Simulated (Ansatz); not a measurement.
# Dielectric response of GaN (10-10) films, part 3 of 5

How well do thin wurtzite GaN (10-10) films screen a perpendicular field?

Ansatz 0.2.0; plane-wave DFT, PBE, Ansatz PAW (the session's first sound run).

So far. Step 8 (Field on, atoms free, 12 atoms, field -0.05 V/Å): The dipole is -0.0378 e·Å, and the gap on the mesh 1.513 eV.

### Step 9. Response with the atoms relaxed, 12 atoms, units 3

This step: plane-wave DFT, PBE, Ansatz PAW; response to a field along the normal, atoms relaxed (Ansatz 0.2.0).

The two relaxed runs give the static response.

Numbers from this step:

```
equivalent conductor thickness p/(ε₀AE) : 8.269 Å
```

Local field over the applied field, running mean. From the potentials at -0.05 and 0.05 V/Å; running mean over 2.763 Å, taken twice. Local field over applied field against z:

| z (Å) | local field over applied field |
| --- | --- |
| 4.5 | 0.996 |
| 5.0 | 0.988 |
| 5.5 | 0.969 |
| 6.0 | 0.924 |
| 6.5 | 0.862 |
| 7.0 | 0.765 |
| 7.5 | 0.627 |
| 8.0 | 0.478 |
| 8.5 | 0.343 |
| 9.0 | 0.229 |
| 9.5 | 0.127 |
| 10.0 | 0.0809 |
| 10.5 | 0.0718 |
| 11.0 | 0.0690 |
| 11.5 | 0.0712 |
| 12.0 | 0.0797 |
| 12.5 | 0.0792 |
| 13.0 | 0.0709 |
| 13.5 | 0.0700 |
| 14.0 | 0.0735 |
| 14.5 | 0.0854 |
| 15.0 | 0.139 |
| 15.5 | 0.243 |
| 16.0 | 0.357 |
| 16.5 | 0.494 |
| 17.0 | 0.642 |
| 17.5 | 0.777 |
| 18.0 | 0.869 |
| 18.5 | 0.930 |
| 19.0 | 0.972 |
| 19.5 | 0.989 |
| 20.0 | 0.996 |

The induced dipole is that of a conductor 8.27 Å thick.

### Step 10. Relaxing the film, 16 atoms, units 4

This step: plane-wave DFT, PBE, Ansatz PAW (Ansatz 0.2.0).

System of this step: GaN (10-10), 4 units. The cell holds 16 atoms: 8 Ga and 8 N. Cell: a = 3.190 Å, b = 5.190 Å, c = 27.209 Å, α = 90.0°, β = 90.0°, γ = 90.0°. It derives from GaN (wurtzite GaN). Vacuum lies along c.

The next thickness, treated alike, so that differences show the interior and the faces cancel.

Input file input.yaml:

```yaml
crystal:
  lattice:
    - [3.19, 0.0, 0.0]
    - [0.0, 5.19, 0.0]
    - [0.0, 0.0, 27.2087367936]
  atoms:
    - { symbol: Ga, position: [0.0, 0.0, 0.3307761058] }
    - { symbol: "N", position: [0.0, 0.377, 0.3307761058] }
    - { symbol: Ga, position: [0.5, 0.5, 0.3646208846] }
    - { symbol: "N", position: [0.5, 0.877, 0.3646208846] }
    - { symbol: Ga, position: [0.5, 0.0, 0.4323104423] }
    - { symbol: "N", position: [0.5, 0.377, 0.4323104423] }
    - { symbol: Ga, position: [0.0, 0.5, 0.4661552212] }
    - { symbol: "N", position: [0.0, 0.877, 0.4661552212] }
    - { symbol: Ga, position: [0.0, 0.0, 0.5338447788] }
    - { symbol: "N", position: [0.0, 0.377, 0.5338447788] }
    - { symbol: Ga, position: [0.5, 0.5, 0.5676895577] }
    - { symbol: "N", position: [0.5, 0.877, 0.5676895577] }
    - { symbol: Ga, position: [0.5, 0.0, 0.6353791154] }
    - { symbol: "N", position: [0.5, 0.377, 0.6353791154] }
    - { symbol: Ga, position: [0.0, 0.5, 0.6692238942] }
    - { symbol: "N", position: [0.0, 0.877, 0.6692238942] }
kpoints:
  mp_grid: { grid: [8, 6, 1] }
hamiltonian:
  xc: pbe
scf:
  occupations: { method: fixed }
  convergence: { dr2_threshold: 1.0e-09 }
efield:
  axis: 3
  dipole_correction: true
  ramp_position: 0.97
  ramp_width: 0.06
relax:
  f_tol: 0.003
  max_steps: 100
output:
  write_potential: true
  write_density: true
  volumetric_format: npy
```

Run with:

```console
$ ansatz run input.yaml --threads 4 --pin off --max-ram 12288MiB --backend cpu --events-out ev --progress --plain --runs-dir out
```

Numbers of over 12 decimals in the logs are rounded to 6 here.

Output:

```text
[...]
Crystal: 16 atoms, lattice volume = 450.471 Å³
Basis set: ecut = 420 eV, 8845 PW (Γ), exchange–correlation on 48×72×384 points (8 copies of the dense FFT grid, shifted against one another)
Bands: 88, of which v1, the nominal top of the filled ones, is band 72 counted from 1 (71 counted from 0)
Symmetry: 2 space group operations
[...]
- { symbol: Ga, position: [0.0, -0.00563428, 0.535325] }
    - { symbol: N, position: [0.0, 0.373193, 0.533947] }
    - { symbol: Ga, position: [0.5, 0.499374, 0.566943] }
    - { symbol: N, position: [0.5, 0.875182, 0.569236] }
    - { symbol: Ga, position: [0.5, -0.00744754, 0.641291] }
    - { symbol: N, position: [0.5, 0.369353, 0.637690] }
    - { symbol: Ga, position: [0.0, 0.528174, 0.661805] }
    - { symbol: N, position: [0.0, 0.875806, 0.672050] }
[key lines of the parts left out:]
SCF converged after 7 iterations
Free energy (F): -33339.985376 eV
Fermi energy:    0.597373 eV
Dipole field:    D = -0.000000 V/Å  (p = -0.000000 e·Å, saw-weighted, corrected)
Work function:   Φ+ = 5.6627 eV   Φ− = 5.6627 eV
```

Wall time 2.7 min (4 threads of Arm Neoverse V1, shared host); peak memory 1.3 GiB.

Step by step:

| step | energy less that of the first step (eV) | largest force component (eV/Å) |
| --- | --- | --- |
| 1 | 0.0000 | 2.0367 |
| 2 | -0.6986 | 0.9931 |
| 3 | -0.9144 | 0.4191 |
| 4 | -0.9401 | 0.1672 |
| 5 | -0.9445 | 0.0465 |
| 6 | -0.9448 | 0.0066 |
| 7 | -0.9449 | 0.0012 |

Forces are held to the 2 operations that the run works with; a distortion that breaks them can't arise in this run.

The atoms that moved most (Å):

| atom | dx | dy | dz | length |
| --- | --- | --- | --- | --- |
| Ga1 | 0.000 | 0.146 | 0.202 | 0.249 |
| Ga15 | 0.000 | 0.146 | -0.202 | 0.249 |
| Ga13 | 0.000 | -0.039 | 0.161 | 0.165 |
| Ga3 | 0.000 | -0.039 | -0.161 | 0.165 |
| N2 | 0.000 | -0.006 | -0.077 | 0.077 |
| N16 | 0.000 | -0.006 | 0.077 | 0.077 |
| N14 | 0.000 | -0.040 | 0.063 | 0.074 |
| N4 | 0.000 | -0.040 | -0.063 | 0.074 |

Final coordinates:

```cif
data_structure
_symmetry_space_group_name_H-M 'P 1'
_symmetry_Int_Tables_number 1
_cell_length_a 3.1900
_cell_length_b 5.1900
_cell_length_c 27.2087
_cell_angle_alpha 90.000
_cell_angle_beta 90.000
_cell_angle_gamma 90.000
_cell_volume 450.47
loop_
_atom_site_label
_atom_site_type_symbol
_atom_site_fract_x
_atom_site_fract_y
_atom_site_fract_z
_atom_site_occupancy
Ga1 Ga 0.00000 0.02817 0.33819 1
N2 N 0.00000 0.37581 0.32795 1
Ga3 Ga 0.50000 0.49255 0.35871 1
N4 N 0.50000 0.86935 0.36231 1
Ga5 Ga 0.50000 0.99937 0.43306 1
N6 N 0.50000 0.37518 0.43076 1
Ga7 Ga 0.00000 0.49437 0.46468 1
N8 N 0.00000 0.87319 0.46605 1
Ga9 Ga 0.00000 0.99437 0.53532 1
N10 N 0.00000 0.37319 0.53395 1
Ga11 Ga 0.50000 0.49937 0.56694 1
N12 N 0.50000 0.87518 0.56924 1
Ga13 Ga 0.50000 0.99255 0.64129 1
N14 N 0.50000 0.36935 0.63769 1
Ga15 Ga 0.00000 0.52817 0.66181 1
N16 N 0.00000 0.87581 0.67205 1
```

The relaxation took 7 steps and lowered the energy by 0.94 eV; the largest force on the free atoms ends at 0.0012 eV/Å.

The gap is 1.48 eV, with the valence edge 5.66 eV and the conduction edge 4.18 eV under the upper vacuum level.

### Step 11. Single point on the relaxed film, 16 atoms, units 4

The next thickness, treated alike, so that differences show the interior and the faces cancel.

Input file input.yaml:

```yaml
crystal:
  lattice:
    - [3.19, 0.0, 0.0]
    - [0.0, 5.19, 0.0]
    - [0.0, 0.0, 27.2087367936]
  atoms:
    - { symbol: Ga, position: [0.0, 0.0281744339, 0.3381947856] }
    - { symbol: "N", position: [0.0, 0.3758063795, 0.327950393] }
    - { symbol: Ga, position: [0.5, 0.4925524573, 0.3587090457] }
    - { symbol: "N", position: [0.5, 0.8693529578, 0.3623101522] }
    - { symbol: Ga, position: [0.5, -0.0006261848, 0.433057189] }
    - { symbol: "N", position: [0.5, 0.3751817212, 0.4307641472] }
    - { symbol: Ga, position: [0.0, 0.4943657181, 0.4646753245] }
    - { symbol: "N", position: [0.0, 0.8731925214, 0.4660525024] }
    - { symbol: Ga, position: [0.0, -0.0056342816, 0.5353246755] }
    - { symbol: "N", position: [0.0, 0.3731925211, 0.5339474977] }
    - { symbol: Ga, position: [0.5, 0.4993738146, 0.5669428109] }
    - { symbol: "N", position: [0.5, 0.8751817207, 0.569235853] }
    - { symbol: Ga, position: [0.5, -0.0074475445, 0.6412909543] }
    - { symbol: "N", position: [0.5, 0.3693529558, 0.637689848] }
    - { symbol: Ga, position: [0.0, 0.5281744323, 0.6618052143] }
    - { symbol: "N", position: [0.0, 0.8758063771, 0.6720496067] }
kpoints:
  mp_grid: { grid: [8, 6, 1] }
hamiltonian:
  xc: pbe
scf:
  occupations: { method: fixed }
  convergence: { dr2_threshold: 1.0e-09 }
efield:
  axis: 3
  dipole_correction: true
  ramp_position: 0.97
  ramp_width: 0.06
output:
  eigenvalues: true
  write_potential: true
  write_density: true
  volumetric_format: npy
  elf: true
```

Output:

```text
[...]
Crystal: 16 atoms, lattice volume = 450.471 Å³
Basis set: ecut = 420 eV, 8845 PW (Γ)
Bands: 88, of which v1, the nominal top of the filled ones, is band 72 counted from 1 (71 counted from 0)
Symmetry: 2 space group operations
k-points: 20 of 48 (time reversal used)
[...]
k-point 0: bands = [... 68 lower, 0.3358, 0.4668, 0.4815, 0.5974, 2.0786, 2.8157, 4.1619, 5.0131, ... 12 higher]
  k-point 1: bands = [... 68 lower, 0.2774, 0.3682, 0.4437, 0.5105, 2.6363, 3.0640, 4.2574, 4.8970, ... 12 higher]
  k-point 2: bands = [... 68 lower, 0.1516, 0.2873, 0.2936, 0.4427, 3.3231, 3.4684, 4.6224, 4.6736, ... 12 higher]
  k-point 19: bands = [... 68 lower, -1.0788, -1.0788, 0.1423, 0.1423, 3.8261, 3.8261, 5.1836, 5.1836, ... 12 higher]
[key lines of the parts left out:]
SCF converged after 10 iterations
Free energy (F): -33339.985326 eV
Fermi energy:    0.597432 eV
Dipole field:    D = -0.000001 V/Å  (p = -0.000002 e·Å, saw-weighted, corrected)
Work function:   Φ+ = 5.6627 eV   Φ− = 5.6626 eV
```

It took 36 s on 4 threads; peak memory 1.6 GiB.

The gap is 1.48 eV, with the valence edge 5.66 eV and the conduction edge 4.18 eV under the upper vacuum level.

### Step 12. Atoms held, 16 atoms, units 4, field 0.1 V/Å

Changes to input.yaml since step 11:

```diff
@@ -28,3 +28,3 @@
   occupations: { method: fixed }
-  convergence: { dr2_threshold: 1.0e-09 }
+  convergence: { dr2_threshold: 1.0e-10 }
 efield:
@@ -34,4 +34,4 @@
   ramp_width: 0.06
+  amplitude: 0.1
 output:
-  eigenvalues: true
   write_potential: true
@@ -39,2 +39 @@
   volumetric_format: npy
-  elf: true
```

Output:

```text
[...]
Crystal: 16 atoms, lattice volume = 450.471 Å³
Basis set: ecut = 420 eV, 8845 PW (Γ)
Bands: 88, of which v1, the nominal top of the filled ones, is band 72 counted from 1 (71 counted from 0)
Symmetry: 2 space group operations
k-points: 20 of 48 (time reversal used)
[...]
k-point 0: bands = [... 68 lower, 0.3241, 0.4504, 0.4952, 0.6159, 2.0736, 2.8182, 4.1602, 5.0104, ... 12 higher]
  k-point 1: bands = [... 68 lower, 0.2652, 0.3532, 0.4584, 0.5276, 2.6261, 3.0714, 4.2556, 4.8940, ... 12 higher]
  k-point 2: bands = [... 68 lower, 0.1358, 0.2689, 0.3111, 0.4614, 3.2877, 3.5010, 4.6080, 4.6847, ... 12 higher]
  k-point 19: bands = [... 68 lower, -1.0634, -1.0553, 0.0707, 0.2130, 3.7570, 3.8934, 5.1713, 5.1913, ... 12 higher]
[key lines of the parts left out:]
SCF converged after 15 iterations
Free energy (F): -33339.989863 eV
Fermi energy:    0.615892 eV
Dipole field:    D = 0.036450 V/Å  (p = 0.090741 e·Å, saw-weighted, corrected)
```

The job ended after 45 s (4 threads; peak memory 1.5 GiB; 2.9 min of CPU time).

The dipole is 0.0907 e·Å, and the gap on the mesh 1.458 eV.

### Step 13. Atoms held, 16 atoms, units 4, field -0.1 V/Å

Changes to input.yaml since step 12:

```diff
@@ -34,3 +34,3 @@
   ramp_width: 0.06
-  amplitude: 0.1
+  amplitude: -0.1
 output:
```

Output:

```text
[...]
Crystal: 16 atoms, lattice volume = 450.471 Å³
Basis set: ecut = 420 eV, 8845 PW (Γ)
Bands: 88, of which v1, the nominal top of the filled ones, is band 72 counted from 1 (71 counted from 0)
Symmetry: 2 space group operations
k-points: 20 of 48 (time reversal used)
[...]
k-point 0: bands = [... 68 lower, 0.3241, 0.4504, 0.4952, 0.6159, 2.0736, 2.8182, 4.1602, 5.0104, ... 12 higher]
  k-point 1: bands = [... 68 lower, 0.2652, 0.3532, 0.4584, 0.5276, 2.6261, 3.0714, 4.2556, 4.8940, ... 12 higher]
  k-point 2: bands = [... 68 lower, 0.1358, 0.2689, 0.3111, 0.4614, 3.2877, 3.5010, 4.6080, 4.6847, ... 12 higher]
  k-point 19: bands = [... 68 lower, -1.0634, -1.0553, 0.0707, 0.2130, 3.7570, 3.8934, 5.1713, 5.1913, ... 12 higher]
[key lines of the parts left out:]
SCF converged after 15 iterations
Free energy (F): -33339.989863 eV
Fermi energy:    0.615891 eV
Dipole field:    D = -0.036450 V/Å  (p = -0.090741 e·Å, saw-weighted, corrected)
```

Wall time 45 s (4 threads); peak memory 1.5 GiB; 2.9 min of CPU time.

The dipole is -0.0907 e·Å, and the gap on the mesh 1.458 eV.

### Step 14. Response with the atoms held, 16 atoms, units 4

This step: plane-wave DFT, PBE, Ansatz PAW; response to a field along the normal, atoms held (Ansatz 0.2.0).

Local field over the applied field, running mean. From the potentials at -0.1 and 0.1 V/Å; running mean over 2.763 Å, taken twice. Table of local field over applied field by z:

z (Å), local field over applied field and a bar from the least value:
```
        4      0.998 ##############################
        5      0.986 ##############################
        6      0.928 ############################
        7      0.769 ######################
        8      0.523 #############
        9      0.294 #####
       10      0.174 #
       11      0.148 
       12      0.153 
       13      0.156 
       14      0.156 
       15      0.153 
       16      0.149 
       17      0.163 #
       18      0.259 ####
       19      0.469 ###########
       20      0.723 ####################
       21      0.904 ###########################
       22      0.980 #############################
       23      0.997 ##############################
```

The induced dipole is that of a conductor 9.92 Å thick.

### Step 15. Relaxing the film, 24 atoms, units 6

This step: plane-wave DFT, PBE, Ansatz PAW (Ansatz 0.2.0).

System of this step: GaN (10-10), 6 units. The cell holds 24 atoms: 12 Ga and 12 N. Its edges and angles: a = 3.190 Å, b = 5.190 Å, c = 32.734 Å, α = 90.0°, β = 90.0°, γ = 90.0°. It derives from GaN (wurtzite GaN). Vacuum lies along c.

The next thickness, treated alike, so that differences show the interior and the faces cancel.

Input file input.yaml:

```yaml
crystal:
  lattice:
    - [3.19, 0.0, 0.0]
    - [0.0, 5.19, 0.0]
    - [0.0, 0.0, 32.7339788697]
  atoms:
    - { symbol: Ga, position: [0.0, 0.0, 0.2749436613] }
    - { symbol: "N", position: [0.0, 0.377, 0.2749436613] }
    - { symbol: Ga, position: [0.5, 0.5, 0.3030757037] }
    - { symbol: "N", position: [0.5, 0.877, 0.3030757037] }
    - { symbol: Ga, position: [0.5, 0.0, 0.3593397883] }
    - { symbol: "N", position: [0.5, 0.377, 0.3593397883] }
    - { symbol: Ga, position: [0.0, 0.5, 0.3874718307] }
    - { symbol: "N", position: [0.0, 0.877, 0.3874718307] }
    - { symbol: Ga, position: [0.0, 0.0, 0.4437359153] }
    - { symbol: "N", position: [0.0, 0.377, 0.4437359153] }
    - { symbol: Ga, position: [0.5, 0.5, 0.4718679577] }
    - { symbol: "N", position: [0.5, 0.877, 0.4718679577] }
    - { symbol: Ga, position: [0.5, 0.0, 0.5281320423] }
    - { symbol: "N", position: [0.5, 0.377, 0.5281320423] }
    - { symbol: Ga, position: [0.0, 0.5, 0.5562640847] }
    - { symbol: "N", position: [0.0, 0.877, 0.5562640847] }
    - { symbol: Ga, position: [0.0, 0.0, 0.6125281693] }
    - { symbol: "N", position: [0.0, 0.377, 0.6125281693] }
    - { symbol: Ga, position: [0.5, 0.5, 0.6406602117] }
    - { symbol: "N", position: [0.5, 0.877, 0.6406602117] }
    - { symbol: Ga, position: [0.5, 0.0, 0.6969242963] }
    - { symbol: "N", position: [0.5, 0.377, 0.6969242963] }
    - { symbol: Ga, position: [0.0, 0.5, 0.7250563387] }
    - { symbol: "N", position: [0.0, 0.877, 0.7250563387] }
kpoints:
  mp_grid: { grid: [8, 6, 1] }
hamiltonian:
  xc: pbe
scf:
  occupations: { method: fixed }
  convergence: { dr2_threshold: 1.0e-09 }
efield:
  axis: 3
  dipole_correction: true
  ramp_position: 0.97
  ramp_width: 0.06
relax:
  f_tol: 0.003
  max_steps: 100
output:
  write_potential: true
  write_density: true
  volumetric_format: npy
```

Output:

```text
[...]
Crystal: 24 atoms, lattice volume = 541.947 Å³
Basis set: ecut = 420 eV, 10611 PW (Γ), exchange–correlation on 48×72×450 points (8 copies of the dense FFT grid, shifted against one another)
Bands: 132, of which v1, the nominal top of the filled ones, is band 108 counted from 1 (107 counted from 0)
Symmetry: 2 space group operations
[...]
- { symbol: Ga, position: [0.0, -0.00519301, 0.614692] }
    - { symbol: N, position: [0.0, 0.374213, 0.613872] }
    - { symbol: Ga, position: [0.5, 0.500978, 0.641410] }
    - { symbol: N, position: [0.5, 0.876642, 0.643162] }
    - { symbol: Ga, position: [0.5, -0.00642825, 0.702981] }
    - { symbol: N, position: [0.5, 0.370557, 0.700079] }
    - { symbol: Ga, position: [0.0, 0.529464, 0.720181] }
    - { symbol: N, position: [0.0, 0.877108, 0.728635] }
[key lines of the parts left out:]
SCF converged after 7 iterations
Free energy (F): -50011.630492 eV
Fermi energy:    2.136246 eV
Dipole field:    D = 0.000000 V/Å  (p = 0.000001 e·Å, saw-weighted, corrected)
Work function:   Φ+ = 5.6818 eV   Φ− = 5.6818 eV
```

The job ended after 6.2 min (4 threads; peak memory 2 GiB).

Relaxation path:

| step | energy less that of the first step (eV) | largest force component (eV/Å) |
| --- | --- | --- |
| 1 | 0.0000 | 2.0442 |
| 2 | -0.7180 | 0.9947 |
| 3 | -0.9323 | 0.4105 |
| 4 | -0.9570 | 0.0928 |
| 5 | -0.9603 | 0.0372 |
| 6 | -0.9603 | 0.0203 |
| 7 | -0.9604 | 0.0010 |

Forces are held to the 2 operations that the run works with; a distortion that breaks them can't arise in this run.

The atoms that moved most (Å):

| atom | dx | dy | dz | length |
| --- | --- | --- | --- | --- |
| Ga23 | 0.000 | 0.153 | -0.160 | 0.221 |
| Ga1 | 0.000 | 0.153 | 0.160 | 0.221 |
| Ga3 | 0.000 | -0.033 | -0.198 | 0.201 |
| Ga21 | 0.000 | -0.033 | 0.198 | 0.201 |
| N2 | 0.000 | 0.001 | -0.117 | 0.117 |
| N24 | 0.000 | 0.001 | 0.117 | 0.117 |
| N4 | 0.000 | -0.033 | -0.103 | 0.109 |
| N22 | 0.000 | -0.033 | 0.103 | 0.109 |

The relaxed structure:

```xyz
24
Lattice="3.1900 0.0000 0.0000 0.0000 5.1900 0.0000 0.0000 0.0000 32.7340" Properties=species:S:1:pos:R:3
Ga    0.0000    0.1529    9.1596
N     0.0000    1.9572    8.8828
Ga    1.5950    2.5616    9.7226
N     1.5950    4.5182    9.8176
Ga    1.5950    0.0051   11.7381
N     1.5950    1.9548   11.6807
Ga    0.0000    2.5680   12.6127
N     0.0000    4.5372   12.6395
Ga    0.0000   -0.0120   14.5062
N     0.0000    1.9479   14.4895
Ga    1.5950    2.5779   15.4294
N     1.5950    4.5410   15.4413
Ga    1.5950   -0.0171   17.3046
N     1.5950    1.9460   17.2927
Ga    0.0000    2.5830   18.2278
N     0.0000    4.5429   18.2445
Ga    0.0000   -0.0270   20.1213
N     0.0000    1.9422   20.0945
Ga    1.5950    2.6001   20.9959
N     1.5950    4.5498   21.0532
Ga    1.5950   -0.0334   23.0114
N     1.5950    1.9232   22.9164
Ga    0.0000    2.7479   23.5744
N     0.0000    4.5522   23.8511
```

Running mean over 2.763 Å of the planar mean; the ramp of the sawtooth is left out. Table of electron's electrostatic potential energy less the highest filled level by z:

| z (Å) | electron's electrostatic potential energy less the highest filled level (eV) |
| --- | --- |
| 4 | 5.68 |
| 5 | 5.68 |
| 6 | 5.65 |
| 7 | 5.06 |
| 8 | 0.868 |
| 9 | -3.63 |
| 10 | -4.62 |
| 11 | -4.43 |
| 12 | -4.40 |
| 13 | -4.39 |
| 14 | -4.33 |
| 15 | -4.45 |
| 16 | -4.34 |
| 17 | -4.36 |
| 18 | -4.43 |
| 19 | -4.35 |
| 20 | -4.42 |
| 21 | -4.32 |
| 22 | -4.55 |
| 23 | -4.50 |
| 24 | -2.82 |
| 25 | 2.25 |
| 26 | 5.40 |
| 27 | 5.66 |
| 28 | 5.68 |
| 29 | 5.68 |

The relaxation took 7 steps and lowered the energy by 0.96 eV; the largest force on the free atoms ends at 1.0e-3 eV/Å.

The gap is 1.53 eV, with the valence edge 5.68 eV and the conduction edge 4.15 eV under the upper vacuum level.

[end of part 3 of 5]

[Logs are printed without paths, hosts, clocks, repeated set-up lines and the standing remarks that a program may print on its own settings, such as how far it seeks lower states.]

[Hosts, paths, dates, database ids (printed as entryN), source tags and the programs' standing remarks are cut or masked in the printed files.]

[Maps of the electrostatic potential energy from Ansatz leave out the sawtooth potential of an applied field or a dipole correction, so their vacuum need not be flat; planar profiles and work functions include it.]
